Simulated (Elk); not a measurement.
**MgCo3B: magneto-optical Kerr spectrum**

Wanted: σ_xx, σ_xy and the Kerr angle of MgCo3B with spin–orbit coupling.

Calculated with Elk 11.2.3 (patched build); PBEsol; all-electron APW+lo, Dirac cores, scalar-relativistic bands with second-variational spin-orbit coupling.

## (1) Set-up

It takes space group Pm-3m (No. 221, cubic). The conventional cell has a = 3.777 Å, b = 3.777 Å, c = 3.777 Å, α = 90.00°, β = 90.00°, γ = 90.00°. Nearest to Mg lie 12 Co at 2.67 Å. Co has 2 B at 1.89 Å and 8 Co at 2.67 Å and 4 Mg at 2.67 Å nearest. Nearest to B lie 6 Co at 1.89 Å. invented: MgCo3C (Pm-3m) with B for C. Farther neighbours are not listed.

The cell is a made-up one and need not be a known phase.

## (2) Self-consistent run

In a ferromagnet the Kerr effect comes from exchange splitting and spin–orbit coupling together. The parallel order is imposed here; no other order was tried.

In this input [111] lies along z, the axis of the moments and of the light.

Moments are seeded by fields in the spheres (the last three columns under atoms), set against the wanted direction and reduced each loop.

elk.in

```
tasks
  0
  15
  33
  73

xctype
  22

rgkmax
  7.0

nempty
  14

swidth
  0.005

reducebf
  0.5

epsengy
  1e-05

maxscl
  100

lmaxi
  3

lmaxapw
  6

lmaxo
  4

spinpol
  .true.

spinorb
  .true.

cmagz
  .true.

sppath
  './'

avec
  5.62901475311 -1.50828995727 4.12072479582
  -1.50828995727 5.62901475311 4.12072479582
  -4.12072479582 -4.12072479582 4.12072479582

atoms
  3
  'Mg.in'
  1
  0.0000000000 0.0000000000 0.0000000000   0.000000 0.000000 0.000000
  'Co.in'
  3
  0.0000000000 0.5000000000 0.5000000000   0.000000 0.000000 -0.150000
  0.5000000000 0.0000000000 0.5000000000   0.000000 0.000000 -0.150000
  0.5000000000 0.5000000000 0.0000000000   0.000000 0.000000 -0.150000
  'B.in'
  1
  0.5000000000 0.5000000000 0.5000000000   0.000000 0.000000 0.000000

ngridk
  6 6 6

plot3d
  0 0 0
  1 0 0
  0 1 0
  0 0 1
  19 19 19
```

Started as:

```sh
$ OMP_NUM_THREADS=4 elk
```

Numbers of over 12 decimals in the logs are rounded to 6 here.

Log:

```text
Warning(gndstate): core states of species 2 leak from the muffin-tin :   0.3485466324E-02
Warning(gndstate): core states of species 3 leak from the muffin-tin :   0.5500485285E-03
Warning(chksvso): spin-orbit splittings by the second variation are low [figures from our tests cut]: local-orbitals by j (lorbdm 7 and 8, zora) mend levels alone

--- INFO.OUT ---
┌─────────────────────────┐
│ Elk code version 11.2.3 │
└─────────────────────────┘

All units are atomic (Hartree, Bohr, etc.)

┌─────────────────────────────────────────────────┐
│ Ground-state run starting from atomic densities │
└─────────────────────────────────────────────────┘

Lattice vectors :
   5.629014753      -1.508289957       4.120724796
  -1.508289957       5.629014753       4.120724796
  -4.120724796      -4.120724796       4.120724796

Species : 1 (Mg)
 parameters loaded from : Mg.in
 name : magnesium
 nuclear charge    :   -12.00000000
 electronic charge :    12.00000000
 atomic mass :    44305.30466
 muffin-tin radius :    2.200000000
 number of radial points in muffin-tin :    793
 inner part over the whole radius :   0.9941530515E-02
 number on inner part of muffin-tin    :    552
 approximate nuclear radius :   0.5710277704E-04
 number of mesh points to nuclear radius :    241
 atomic positions (lattice), magnetic fields (Cartesian) :
  1 :   0.00000000  0.00000000  0.00000000    0.00000000  0.00000000  0.00000000

Species : 2 (Co)
 parameters loaded from : Co.in
 name : cobalt
 nuclear charge    :   -27.00000000
 electronic charge :    27.00000000
 atomic mass :    107428.6517
 muffin-tin radius :    2.010658489
 number of radial points in muffin-tin :    993
 inner part over the whole radius :   0.9895513786E-02
 number on inner part of muffin-tin    :    697
 approximate nuclear radius :   0.7243775530E-04
 number of mesh points to nuclear radius :    337
 atomic positions (lattice), magnetic fields (Cartesian) :
  1 :   0.00000000  0.50000000  0.50000000    0.00000000  0.00000000 -0.15000000
  2 :   0.50000000  0.00000000  0.50000000    0.00000000  0.00000000 -0.15000000
  3 :   0.50000000  0.50000000  0.00000000    0.00000000  0.00000000 -0.15000000

Species : 3 (B)
 parameters loaded from : B.in
 name : boron
 nuclear charge    :   -5.000000000
 electronic charge :    5.000000000
 atomic mass :    19707.24742
 muffin-tin radius :    1.507993867
 number of radial points in muffin-tin :    593
 inner part over the whole radius :   0.9794852507E-02
 number on inner part of muffin-tin    :    402
 approximate nuclear radius :   0.4534157419E-04
 number of mesh points to nuclear radius :    163
 atomic positions (lattice), magnetic fields (Cartesian) :
  1 :   0.50000000  0.50000000  0.50000000    0.00000000  0.00000000  0.00000000

Total number of atoms per unit cell :    5
Total muffin-tin volume :    161.1134408
 ratio of muffin-tin to unit cell volume :   0.4431278623

Spin treatment :
 spin-polarised
 spin-orbit coupling
 global magnetic field (Cartesian) :    0.000000000       0.000000000       0.000000000
 collinear magnetisation in z-direction

Number of Bravais lattice symmetries :   48
Number of crystal symmetries         :    6
Crystal has inversion symmetry
Real symmetric eigensolver will be used

k-point grid :      6     6     6
k-point offset :    0.000000000       0.000000000       0.000000000
k-point set is reduced with full crystal symmetry group
Total number of k-points :       40

Muffin-tin radius times maximum |G+k| :    7.000000000
 using average radius
Maximum |G+k| for APW functions       :    3.593440472
Maximum (1/2)|G+k|²                   :    6.456407215
Maximum |G| for potential and density :    12.00000000
Constant for pseudocharge density :    7
 order of it for each species :   12  12  12
 order of it for pair densities of each species (exact exchange by exxq0 0: 12) :   12  10   4
Radial integration step length :    1

G-vector grid sizes :     28    28    28
Number of G-vectors :    10635

Maximum angular momentum used for
 APW functions            :    6
 outer part of muffin-tin :    4
 inner part of muffin-tin :    3

Number of empty states         :     70
Total number of valence states :    200
Total number of core states    :     40

Third-order local-orbitals added for an l without core states : T
Total number of local-orbitals :     84

Exchange-correlation functional :     22     0     0
 PBEsol, Phys. Rev. Lett. 100, 136406 (2008)
 gradient requirement :    1
 generalised gradient approximation (GGA)

Smearing type :    3
 Fermi-Dirac
Smearing width :   0.5000000000E-02
Effective electronic temperature (K) :    1578.875124

Mixing type :    3
 Broyden mixing, J. Phys. A: Math. Gen. 17, L317 (1984)

Kohn-Sham potential initialised from atomic data

┌──────────────────────────────┐
│ Self-consistent loop started │
└──────────────────────────────┘

┌─────────────────┐
│ Loop number : 1 │
└─────────────────┘

Energies :
 Fermi                       :     0.235756
 sum of occupied eigenvalues :     -2529.5869740406
 electron kinetic            :      4456.3227901895
 core electron kinetic       :      3988.3058869718
 Coulomb                     :     -8663.3525707674
 Coulomb potential           :     -6731.9450465046
 nuclear-nuclear             :     -738.30256906453
 electron-nuclear            :     -9141.9618751925
 Hartree                     :      1216.9118734897
 Madelung                    :     -5297.3800475151
 xc potential                :     -253.64421564337
 xc effective B-field        :    -0.227948
 external B-field            :      0.000000
 exchange                    :     -190.02123036385
 correlation                 :     -5.081786
 electron entropic           :    -0.80760772367219E-02
 total energy                :     -4402.1408726863
 (external B-field energy excluded from total)

Density of states at Fermi energy :    91.39821680
 (states/Hartree/unit cell)

Estimated indirect band gap :   0.3563319171E-02
 from k-point 3 to k-point 33
Estimated direct band gap   :   0.5510016837E-02
 at k-point 25

Charges :
 core                        :    40.00000000
 valence                     :    58.00000000
 interstitial                :    7.808439823
 muffin-tins (core leakage)
  species : 1 (Mg)
   atom 1                    :    10.50526231     ( -0.9828258252E-07)
  species : 2 (Co)
   atom 1                    :    25.18561121     (  0.3619097944E-02)
   atom 2                    :    25.18561121     (  0.3619097944E-02)
   atom 3                    :    25.18561121     (  0.3619097944E-02)
  species : 3 (B)
   atom 1                    :    4.129464227     (  0.5454259603E-03)
 total in muffin-tins        :    90.19156018
 total calculated charge     :    97.98561175
 total charge                :    98.00000000
 error                       :   0.1438825353E-01

Moments :
 interstitial                :  -0.2166990288
 muffin-tins
  species : 1 (Mg)
   atom 1                    :  -0.5932452671E-01
  species : 2 (Co)
   atom 1                    :    1.841639913
   atom 2                    :    1.841639913
   atom 3                    :    1.841639913
  species : 3 (B)
   atom 1                    :  -0.3199373438E-01
 total in muffin-tins        :    5.433601479
 total moment                :    5.216902450

[... earlier loops left out ...]

┌──────────────────┐
│ Loop number : 24 │
└──────────────────┘

Energies :
 Fermi                       :     0.295965
 sum of occupied eigenvalues :     -2522.7536398628
 electron kinetic            :      4462.9794373916
 core electron kinetic       :      3988.8942733707
 Coulomb                     :     -8668.9328197666
 Coulomb potential           :     -6729.8219931835
 nuclear-nuclear             :     -738.30256906453
 electron-nuclear            :     -9155.3610693100
 Hartree                     :      1224.7308186080
 Madelung                    :     -5304.0218231748
 xc potential                :     -255.87943345297
 xc effective B-field        :    -0.31650716562448E-01
 external B-field            :      0.000000
 exchange                    :     -190.34339602613
 correlation                 :     -5.101143
 electron entropic           :    -0.11474343869856E-01
 total energy                :     -4401.4093959070
 (external B-field energy excluded from total)

Density of states at Fermi energy :    139.3498623
 (states/Hartree/unit cell)

Estimated indirect band gap :   0.3330209977E-03
 from k-point 11 to k-point 16
Estimated direct band gap   :   0.1747642126E-02
 at k-point 11

Charges :
 core                        :    40.00000000
 valence                     :    58.00000000
 interstitial                :    7.753630209
 muffin-tins (core leakage)
  species : 1 (Mg)
   atom 1                    :    10.62971049     ( -0.9828258962E-07)
  species : 2 (Co)
   atom 1                    :    25.37076837     (  0.3485466324E-02)
   atom 2                    :    25.37076837     (  0.3485466324E-02)
   atom 3                    :    25.37076837     (  0.3485466324E-02)
  species : 3 (B)
   atom 1                    :    3.504354181     (  0.5500485285E-03)
 total in muffin-tins        :    90.24636979
 total calculated charge     :    97.98747314
 total charge                :    98.00000000
 error                       :   0.1252685830E-01

Moments :
 interstitial                :  -0.1196383748
 muffin-tins
  species : 1 (Mg)
   atom 1                    :  -0.2673930782E-01
  species : 2 (Co)
   atom 1                    :   0.6812325361
   atom 2                    :   0.6812325361
   atom 3                    :   0.6812325361
  species : 3 (B)
   atom 1                    :  -0.4452887529E-01
 total in muffin-tins        :    1.972429425
 total moment                :    1.852791050

┌──────────────────────────────┐
│ Self-consistent loop stopped │
└──────────────────────────────┘

Warning : core states of species 2 leak from the muffin-tin :   0.3485466324E-02

Warning : core states of species 3 leak from the muffin-tin :   0.5500485285E-03

Wrote STATE.OUT
```

Run time: 5 min. Hardware: 4 threads of Arm Neoverse V2, shared host; peak memory 0.4 GiB; 20 min of CPU time.

Spin moment in the muffin-tin sphere by atom:

| atom | spin moment in the muffin-tin sphere (μB) |
| --- | --- |
| Mg1 | -0.027 |
| Co2 | 0.681 |
| Co3 | 0.681 |
| Co4 | 0.681 |
| B5 | -0.045 |

This step gave:

```
density of states at the Fermi level : 5.121 states/eV/cell
moment between the spheres           : -0.1196 μB
magnetization                        : 1.853 μB
final state                          : ferromagnetic
```

After 24 cycles the largest moment stands at 0.681 μB.

Orbital moment <L> in the sphere by atom:

| atom | x (μB) | y (μB) | z (μB) | size |
| --- | --- | --- | --- | --- |
| Mg1 | 0.0000 | 0.0000 | 0.0000 | 0.0000 |
| Co2 | 0.0251 | -0.0068 | 0.0421 | 0.0495 |
| Co3 | -0.0066 | 0.0251 | 0.0421 | 0.0495 |
| Co4 | -0.0185 | -0.0183 | 0.0421 | 0.0495 |
| B5 | 0.0000 | 0.0000 | 0.0000 | 0.0000 |

## (3) States and momentum matrix elements on a finer mesh

Optical spectra need more k points than the density, so the states are solved once on a finer mesh in the saved potential.

elk.in

```
tasks
  1
  120

xctype
  22

rgkmax
  7.0

nempty
  14

swidth
  0.005

reducebf
  0.5

epsengy
  1e-05

maxscl
  1

lmaxi
  3

lmaxapw
  6

lmaxo
  4

spinpol
  .true.

spinorb
  .true.

cmagz
  .true.

sppath
  './'

avec
  5.62901475311 -1.50828995727 4.12072479582
  -1.50828995727 5.62901475311 4.12072479582
  -4.12072479582 -4.12072479582 4.12072479582

atoms
  3
  'Mg.in'
  1
  0.0000000000 0.0000000000 0.0000000000   0.000000 0.000000 0.000000
  'Co.in'
  3
  0.0000000000 0.5000000000 0.5000000000   0.000000 0.000000 -0.000150
  0.5000000000 0.0000000000 0.5000000000   0.000000 0.000000 -0.000150
  0.5000000000 0.5000000000 0.0000000000   0.000000 0.000000 -0.000150
  'B.in'
  1
  0.5000000000 0.5000000000 0.5000000000   0.000000 0.000000 0.000000

ngridk
  10 10 10
```

Started as:

```sh
$ OMP_NUM_THREADS=4 elk
```

Log:

```text
Warning(gndstate): core states of species 2 leak from the muffin-tin :   0.3485466313E-02
Warning(gndstate): core states of species 3 leak from the muffin-tin :   0.5500485265E-03
Warning(chksvso): spin-orbit splittings by the second variation are low [figures from our tests cut]: local-orbitals by j (lorbdm 7 and 8, zora) mend levels alone

--- INFO.OUT ---
┌─────────────────────────┐
│ Elk code version 11.2.3 │
└─────────────────────────┘

All units are atomic (Hartree, Bohr, etc.)

┌──────────────────────────────────────────┐
│ Ground-state run resuming from STATE.OUT │
└──────────────────────────────────────────┘

Lattice vectors :
   5.629014753      -1.508289957       4.120724796
  -1.508289957       5.629014753       4.120724796
  -4.120724796      -4.120724796       4.120724796

Species : 1 (Mg)
 muffin-tin radius :    2.200000000
 atomic positions (lattice), magnetic fields (Cartesian) :
  1 :   0.00000000  0.00000000  0.00000000    0.00000000  0.00000000  0.00000000

Species : 2 (Co)
 muffin-tin radius :    2.010658489
 atomic positions (lattice), magnetic fields (Cartesian) :
  1 :   0.00000000  0.50000000  0.50000000    0.00000000  0.00000000  0.00000000
  2 :   0.50000000  0.00000000  0.50000000    0.00000000  0.00000000  0.00000000
  3 :   0.50000000  0.50000000  0.00000000    0.00000000  0.00000000  0.00000000

Species : 3 (B)
 muffin-tin radius :    1.507993867
 atomic positions (lattice), magnetic fields (Cartesian) :
  1 :   0.50000000  0.50000000  0.50000000    0.00000000  0.00000000  0.00000000

Total number of atoms per unit cell :    5
Total muffin-tin volume :    161.1134408
 ratio of muffin-tin to unit cell volume :   0.4431278623

Spin treatment :
 spin-polarised
 spin-orbit coupling
[...]
xc potential                :     -255.92189357707
 xc effective B-field        :    -0.32012886888896E-01
 external B-field            :      0.000000
 exchange                    :     -190.34573881330
 correlation                 :     -5.101133
 electron entropic           :    -0.11417771522432E-01
 total energy                :     -4401.4101543143
 (external B-field energy excluded from total)

Density of states at Fermi energy :    138.5061998
 (states/Hartree/unit cell)

Estimated indirect band gap :   0.8627817845E-05
 from k-point 62 to k-point 147
Estimated direct band gap   :   0.5770360758E-03
 at k-point 167

Charges :
 core                        :    40.00000000
 valence                     :    58.00000000
 interstitial                :    7.751762075
 muffin-tins (core leakage)
  species : 1 (Mg)
   atom 1                    :    10.62933363     ( -0.9828258518E-07)
  species : 2 (Co)
   atom 1                    :    25.37148103     (  0.3485466313E-02)
   atom 2                    :    25.37148103     (  0.3485466313E-02)
   atom 3                    :    25.37148103     (  0.3485466313E-02)
  species : 3 (B)
   atom 1                    :    3.504461208     (  0.5500485265E-03)
 total in muffin-tins        :    90.24823793
 total calculated charge     :    97.98746523
 total charge                :    98.00000000
 error                       :   0.1253477159E-01

Moments :
 interstitial                :  -0.1195512692
 muffin-tins
  species : 1 (Mg)
   atom 1                    :  -0.2691875399E-01
  species : 2 (Co)
   atom 1                    :   0.6853425458
   atom 2                    :   0.6853425458
   atom 3                    :   0.6853425458
  species : 3 (B)
   atom 1                    :  -0.4429384047E-01
 total in muffin-tins        :    1.984815043
 total moment                :    1.865263774

┌──────────────────────────────┐
│ Self-consistent loop stopped │
└──────────────────────────────┘

Warning : core states of species 2 leak from the muffin-tin :   0.3485466313E-02

Warning : core states of species 3 leak from the muffin-tin :   0.5500485265E-03
```

It took 2.1 min on 4 threads; peak memory 0.82 GiB; 8.3 min of CPU time.

Numbers from this step:

```
magnetization  : 1.865 μB
largest moment : 0.6853 μB
```

(Continued in part 2 of 2.)

[Logs and program files are shortened in this print: banners, set-up blocks, solver, clock and traceback lines can be left out without a mark of their own.]

[Logs are printed without paths, hosts, clocks, repeated set-up lines and the standing remarks that a program may print on its own settings, such as how far it seeks lower states.]

[Hosts, paths, dates, database ids (printed as entryN), source tags and the programs' standing remarks are cut or masked in the printed files.]

[Where a cell is said to come from a database of computed structures, the database is the Materials Project.]
